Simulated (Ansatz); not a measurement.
## Sensitivity of the G0W0 gap of Bi2Te3 (Tellurobismuthite)

Aim: change settings of a G0W0 run on Bi2Te3 (Tellurobismuthite) and see what moves.

Calculated with Ansatz 0.2.0; G0W0 on PBE, plane waves, PAW.

## 1. The starting structure

Symmetry: R-3m, No. 166, trigonal system. The conventional cell has a = 4.386 Å, b = 4.386 Å, c = 30.497 Å, α = 90.00°, β = 90.00°, γ = 120.00°. Bi has 6 Te at 3.07 to 3.25 Å nearest. Te has 6 Bi at 3.25 Å nearest. Nearest to Te lie 3 Bi at 3.07 Å. Farther neighbours and most contacts between anions are not listed.

As a file:

```cif
data_structure
_symmetry_space_group_name_H-M 'P 1'
_symmetry_Int_Tables_number 1
_cell_length_a 10.4763
_cell_length_b 10.4763
_cell_length_c 10.4763
_cell_angle_alpha 24.166
_cell_angle_beta 24.166
_cell_angle_gamma 24.166
_cell_volume 169.36
loop_
_atom_site_label
_atom_site_type_symbol
_atom_site_fract_x
_atom_site_fract_y
_atom_site_fract_z
_atom_site_occupancy
Bi1 Bi 0.40000 0.40000 0.40000 1
Bi2 Bi 0.60000 0.60000 0.60000 1
Te3 Te 0.00000 0.00000 0.00000 1
Te4 Te 0.20950 0.20950 0.20950 1
Te5 Te 0.79050 0.79050 0.79050 1
```

The cell and positions come from the Crystallography Open Database and are kept as given unless a step says otherwise. Spin-orbit coupling is left out unless a step names it. The default PAW set here is soft_2. Its files were made with PBE.

## 2. The base run: 4×4×4 mesh, 328 empty bands, screening to 90 eV

Now the one-shot GW correction: screening in the RPA, then the self-energy of the levels asked for.

input.yaml reads:

```yaml
crystal:
  lattice:
    - [2.193, 1.2661291403, 10.1656666667]
    - [-2.193, 1.2661291403, 10.1656666667]
    - [0.0, -2.5322582807, 10.1656666667]
  atoms:
    - { symbol: Bi, position: [0.4, 0.4, 0.4] }
    - { symbol: Bi, position: [0.6, 0.6, 0.6] }
    - { symbol: Te, position: [0.0, 0.0, 0.0] }
    - { symbol: Te, position: [0.2095, 0.2095, 0.2095] }
    - { symbol: Te, position: [0.7905, 0.7905, 0.7905] }
kpoints:
  mp_grid: { grid: [4, 4, 4] }
hamiltonian:
  xc: pbe
scf:
  occupations: { method: fixed }
gw:
  n_empty_bands: 328
  ecut_chi: 90.0
  qp_bands: [v2, c2]
  qp_kpoints: band_edges
  screening: { model: contour_deformation }
```

Started as:

```
> ansatz run input.yaml --threads 3 --pin off --max-ram 64512MiB --backend cuda --events-out ev --progress --plain --runs-dir out --devices 1 --max-vram 24GiB  # rebuilt from the run's record
```

Numbers of over 12 decimals in the logs are rounded to 6 here.

The log of the run:

```text
GPUs: using 1 of 1 available (devices: 1).
Engine: ansatz 0.2.0, x86_64-unknown-linux-gnu
Pseudopotentials: kind: paw
Pseudopotential: Bi, paw, valence charge 15, recommended cutoff 420 eV (normal), Bi.paw.azcp
Pseudopotential: Te, paw, valence charge 16, recommended cutoff 420 eV (normal), Te.paw.azcp
Functional definition: PBE
  parameter kappa = 0.804
  parameter beta = 0.066725
  exchange = pbe_x(kappa = kappa, mu = beta*pi^2/3)
  correlation = pbe_c(beta = beta)
device memory: the entry about to start is reckoned to put 4.8 GiB on a device that reports 68.7 GiB free (of which the cap on the GPU budget leaves the run 24.0 GiB)
GPU FFT provider: cuFFT
GPU libraries: cuBLAS 13.8.2, cuFFT 12.4.0, cuSOLVER 12.3.4
Crystal: 5 atoms, lattice volume = 169.357 Å³
Basis set: ecut = 420 eV, 3345 PW (Γ)
Bands: 47, of which v1, the nominal top of the filled ones, is band 39 counted from 1 (38 counted from 0)
Symmetry: 12 space group operations
Space group: R-3m (ITA 166), of the structure as read, at distance tolerance 5.5e-5 Å
k-points: 13 of 64
Non-local potential: Bi, projectors of the file, l = 0: 2, l = 1: 2, l = 2: 2, l = 3: 2
Non-local potential: Te, projectors of the file, l = 0: 2, l = 1: 2, l = 2: 2, l = 3: 2
PAW form: soft (Blöchl's): semilocal exchange-correlation on the pseudo side does not see the compensation charge
PAW one-centre angular grid: Bi, 590 points (default); XC on 64 Gauss nodes
PAW one-centre angular grid: Te, 590 points (default); XC on 64 Gauss nodes
Initial density: superposition of atomic densities (neutral atoms: chi_scale 0, normalization atom), corrected by the library's trained network
Initial wavefunctions: pseudopotential atomic-orbital guess
GPU buffer pool allocated for 373248 grid points (all kernels)
GPU transforms: local potential and band sums: pruned to the plane-wave sphere, on 72×72×72
Functional: x = pbe(κ = 0.804, μ = 0.219515), c = pbe(β = 0.066725)
SCF iter   1: F=—  HF=-45734.113925 eV  |F-HF|=—  |Δ(HF+E_count)|=         —  Δρ=1.01e-3  dr2=2.67e-3  ethr=1.77e-3  ⟨swp⟩=5.2  Hψ=2030  notcnv=0  defer=71
preconditioner: auto → Resta (q_TF=auto, 2.398 Å⁻¹)  ε∞=4.2  [insulator: Δε(μ)=0.295 eV  Ē_g=8.431 eV  n_scr=42 (ndim 8)  ℏωp=15.1 eV  f_vac=0.015  ε∞_Penn≈4.2]
SCF iter   2: F=—  HF=-45734.110771 eV  |F-HF|=—  |Δ(HF+E_count)|=   3.15e-3  Δρ=5.24e-4  dr2=5.06e-4  ethr=3.43e-6  ⟨swp⟩=2.9  Hψ=1308  notcnv=0  defer=76
SCF iter   3: F=—  HF=-45734.110949 eV  |F-HF|=—  |Δ(HF+E_count)|=   1.78e-4  Δρ=2.10e-4  dr2=7.17e-5  ethr=6.48e-7  ⟨swp⟩=2.0  Hψ=920  notcnv=0  defer=75
SCF iter   4: F=—  HF=-45734.111007 eV  |F-HF|=—  |Δ(HF+E_count)|=   5.82e-5  Δρ=7.22e-5  dr2=1.24e-5  ethr=9.20e-8  ⟨swp⟩=2.0  Hψ=769  notcnv=0  defer=62
[...]
--- Band table (eV; the first three rows and the last of 13) ---
  k-point 0: bands = [... 35 lower, 7.6072, 8.4498, 8.4498, 9.3148, 9.6120, 9.9675, 9.9675, 11.2870, ... 4 higher]
  k-point 1: bands = [... 35 lower, 7.2935, 8.3348, 8.4376, 8.7001, 10.3347, 10.7445, 10.7789, 11.8306, ... 4 higher]
  k-point 2: bands = [... 35 lower, 6.4065, 6.9024, 8.4003, 8.8063, 9.8946, 10.3731, 12.0634, 12.1010, ... 4 higher]
  k-point 12: bands = [... 35 lower, 7.9025, 8.1598, 8.1598, 8.8749, 10.1603, 10.4495, 10.4495, 10.9607, ... 4 higher]
--- G₀W₀: contour deformation, 8 samples at zero and on the imaginary axis and 1 off it, 64 q-points, 328 empty bands' worth ---
  eigenvalues of the whole cell's RPA ε∞ on this k-mesh (on a slab, of 1 + 4πα/V) = 47.4185, 47.4185, 54.4552; static W/v taken at q = 0 is 0.022292
  bands read: the sum over 367 bands ends inside a degenerate multiplet in 1 slot, whose members it reads at an even weight; the widest, k=0: bands 367 to 368 (counted from 1) at 1/2 each
  gw.qp_kpoints: band_edges: 8 of 13 stored k-points solved, in 1 pass; an edge of the gap read off the rows below is read off those points alone
    valence top: of the k-points left out ik 1 came nearest to being solved in a further pass, in band 39 (counted from 1, as in the quasiparticle table): it holds the edge there only if its correction is more favourable than any solved in that band by at least 0.598 eV; those differ by 0.121 eV
    conduction bottom: of the k-points left out ik 1 came nearest to being solved in a further pass, in band 40 (counted from 1, as in the quasiparticle table): it holds the edge there only if its correction is more favourable than any solved in that band by at least 0.690 eV; those differ by 0.069 eV
  `?` marks the rows in doubt; gw_qp.tsv's column doubts and the gw_qp event give each row's grounds
    ik  band        ε_KS         Σx   Σc(E_QP)       V_xc       Z   E_QP_lin       E_QP  E_QP is
     0    38      8.4498   -15.3293     1.1675   -13.8783  0.7394     8.1708     8.1663  root ?
     0    39      9.3148   -14.6093     0.1118   -14.3399  0.7533     9.1573     9.1573  root
     0    40      9.6120   -10.0424    -2.7897   -12.8399  0.7710     9.6198     9.6198  root
     0    41      9.9675   -10.0316    -2.8642   -12.8830  0.7595     9.9547     9.9547  root
     2    38      8.4003   -15.2981     1.1571   -13.8473  0.7390     8.1171     8.1066  root ?
     2    39      8.8063   -14.7723     0.5218   -14.0409  0.7504     8.5966     8.5966  root
     2    40      9.8946    -9.8159    -2.9068   -12.7273  0.7693     9.8992     9.8992  root
     2    41     10.3731    -9.9764    -2.9426   -12.9172  0.7577    10.3713    10.3713  root
     5    38      7.5378   -14.3934     1.2963   -12.8380  0.7334     7.2796     7.2788  root
     5    39      8.8376   -15.2386     0.7207   -14.2995  0.7488     8.6194     8.6193  root
[...]
6    38      7.7669   -15.1143     1.5931   -13.2243  0.7151     7.4794     7.4701  root ?
[...]
12    38      8.1598   -15.2913     1.3875   -13.6238  0.7287     7.8826     7.8798  root
    12    39      8.8749   -14.5522     0.3791   -14.0205  0.7489     8.7220     8.7222  root
    12    40     10.1603   -10.2181    -3.0192   -13.2340  0.7502    10.1569    10.1569  root
    12    41     10.4495   -10.2434    -3.0906   -13.3376  0.7449    10.4531    10.4531  root
[key lines of the parts left out:]
SCF converged after 7 iterations
Free energy (F): -45734.111013 eV
Fermi energy:    9.314846 eV
```

Elapsed: 45 s, on 1 × NVIDIA H100 80GB HBM3 (shared by 3 runs) with 3 threads of AMD EPYC 7R13 (Zen 3), shared host; peak memory 1.7 GiB.

Numbers from this step:

```yaml
bands_summed: 367
rpa_eps_infinity_on_this_mesh_eigenvalues: 47.42, 47.42, 54.46
plane_waves_in_the_screening_matrix: 339
q_points_in_the_mesh: 64
g0w0_gap_on_the_mesh: 0.4625 eV
k_of_the_valence_top: 0, 0, 0
k_of_the_conduction_bottom: 0, 0, 0
starting_gap_on_the_mesh: 0.2971 eV
z_at_the_valence_top: 0.7533
z_at_the_conduction_bottom: 0.7710
least_direct_g0w0_gap_on_the_computed_points: 0.4625 eV
```

The gap on the mesh goes from 0.30 eV to 0.46 eV, a correction of +0.17 eV. Between the two edge states, bare exchange in place of the xc potential would open the gap by 3.07 eV, and correlation takes back 2.90 eV.

## 3. Variant: low screening cutoff

Changes to input.yaml since step 2:

```diff
@@ -18,4 +18,4 @@
 gw:
-  n_empty_bands: 328
-  ecut_chi: 90.0
+  n_empty_bands: 505
+  ecut_chi: 25
   qp_bands: [v2, c2]
```

The log of the run:

```text
GPUs: using 1 of 1 available (devices: 1).
[...]
GPU FFT provider: cuFFT
GPU libraries: cuBLAS 13.8.2, cuFFT 12.4.0, cuSOLVER 12.3.4
Crystal: 5 atoms, lattice volume = 169.357 Å³
Basis set: ecut = 420 eV, 3345 PW (Γ)
Bands: 47, of which v1, the nominal top of the filled ones, is band 39 counted from 1 (38 counted from 0)
Symmetry: 12 space group operations
[...]
k-points: 13 of 64
[...]
GPU buffer pool allocated for 373248 grid points (all kernels)
[...]
SCF iter   1: F=—  HF=-45734.113925 eV  |F-HF|=—  |Δ(HF+E_count)|=         —  Δρ=1.01e-3  dr2=2.67e-3  ethr=1.77e-3  ⟨swp⟩=5.2  Hψ=2030  notcnv=0  defer=71
[...]
SCF iter   7: F=-45734.111013 eV  HF=-45734.111013 eV  |F-HF|=1.02e-10  |Δ(HF+E_count)|=   2.63e-7  Δρ=2.79e-6  dr2=1.35e-8  ethr=1.28e-10  ⟨swp⟩=11.3  Hψ=2739  notcnv=0
SCF 1 converged in 7 iterations: F = -45734.111013 eV  dr2 = 1.35e-8
[...]
NSCF: frozen V_eff on 13 k-points
[...]
G₀W₀ screening: q 1/13
[... further progress lines ...]
[...]
SCF converged after 7 iterations
Free energy (F): -45734.111013 eV
[...]
Internal energy: -45734.111013 eV  (E = F + TS)
E sigma→0 (E₀):  -45734.111013 eV
Fermi energy:    9.314846 eV
[...]
--- Band table (eV; the first three rows and the last of 13) ---
  k-point 0: bands = [... 35 lower, 7.6072, 8.4498, 8.4498, 9.3148, 9.6120, 9.9675, 9.9675, 11.2870, ... 4 higher]
  k-point 1: bands = [... 35 lower, 7.2935, 8.3348, 8.4376, 8.7001, 10.3347, 10.7445, 10.7789, 11.8306, ... 4 higher]
  k-point 2: bands = [... 35 lower, 6.4065, 6.9024, 8.4003, 8.8063, 9.8946, 10.3731, 12.0634, 12.1010, ... 4 higher]
  k-point 12: bands = [... 35 lower, 7.9025, 8.1598, 8.1598, 8.8749, 10.1603, 10.4495, 10.4495, 10.9607, ... 4 higher]
[...]
0    38      8.4498   -15.3293     1.5571   -13.8783  0.7530     8.5556     8.5559  root
     0    39      9.3148   -14.6093     0.4954   -14.3399  0.7664     9.5406     9.5409  root
     0    40      9.6120   -10.0424    -2.5512   -12.8399  0.7803     9.8568     9.8583  root
     0    41      9.9675   -10.0316    -2.5751   -12.8830  0.7707    10.2395    10.2438  root
     2    38      8.4003   -15.2981     1.5499   -13.8473  0.7525     8.4993     8.4994  root
     2    39      8.8063   -14.7723     0.8928   -14.0409  0.7636     8.9674     8.9675  root
     2    40      9.8946    -9.8159    -2.6572   -12.7273  0.7792    10.1469    10.1488  root
     2    41     10.3731    -9.9764    -2.6449   -12.9172  0.7688    10.6568    10.6690  root ?
     5    38      7.5378   -14.3934     1.5830   -12.8380  0.7446     7.5654     7.5654  root
[...]
7    41     10.1661   -10.1328    -2.6364   -13.0655  0.7649    10.4515    10.4624  root ?
[...]
11    40     10.4636    -9.7587    -2.7992   -12.8345  0.7711    10.7358    10.7402  root
    11    41     10.4927    -9.8909    -2.6942   -12.8803  0.7719    10.7752    10.7879  root ?
    12    38      8.1598   -15.2913     1.7518   -13.6238  0.7417     8.2439     8.2441  root
    12    39      8.8749   -14.5522     0.7304   -14.0205  0.7608     9.0728     9.0736  root
    12    40     10.1603   -10.2181    -2.7264   -13.2340  0.7623    10.4408    10.4498  root ?
    12    41     10.4495   -10.2434    -2.7902   -13.3376  0.7564    10.7576    10.7536  root
```

It took 89 s on 1 × NVIDIA H100 80GB HBM3 (shared by 3 runs) with 3 threads; peak memory 1.8 GiB; 2.5 min of CPU time.

Against the base:

| setting | base | variant |
| --- | --- | --- |
| empty bands | 328 | 505 |
| screening cutoff (eV) | 90.0 | 25 |

| quantity | variant | base |
| --- | --- | --- |
| starting gap on the mesh | 0.297 | 0.297 |
| G0W0 gap on the mesh | 0.317 | 0.463 |
| least direct G0W0 gap on the computed points | 0.317 | 0.463 |
| Z at the valence top | 0.766 | 0.753 |
| Z at the conduction bottom | 0.780 | 0.771 |

## 4. Summary of results

| Property | Result |
| --- | --- |
| base | 0.46 eV, 45 s |
| low screening cutoff | 0.32 eV, 89 s |

Low screening cutoff: the gap moves by −0.15 eV; such settings are too crude to quote. The variant differs from the base in empty bands and screening cutoff together, so the change can't be laid to one of them. All runs here use a coarse mesh and modest cutoffs; they test settings and are not final values. Where an edge is built on 6p states of lead, bismuth or thallium, scalar-relativistic gaps usually stand too wide, by a few tenths to over one eV. With atoms this heavy and so narrow a gap, spin-orbit coupling can invert the bands. These scalar-relativistic gaps are then model values, not to be set against experiment, and a spin-orbit change taken from DFT can't simply be added. The RPA ε∞ on this mesh reaches over 25; with a narrow direct gap a coarse mesh can overstate it, and the correction is then too small.

[Paths, hosts, dates, memory and timing lines, banners, echoed tables and standing remarks are left out of the program output.]

[Logs are printed without paths, hosts, clocks, repeated set-up lines and the standing remarks that a program may print on its own settings, such as how far it seeks lower states.]

[Runs of the session that timed out or met a known fault of the program may be left out.]

[Cells called generated may have been cut or substituted from an entry of the Crystallography Open Database or the Materials Project.]

[Hosts, paths, dates, database ids (printed as entryN), source tags and the programs' standing remarks are cut or masked in the printed files.]
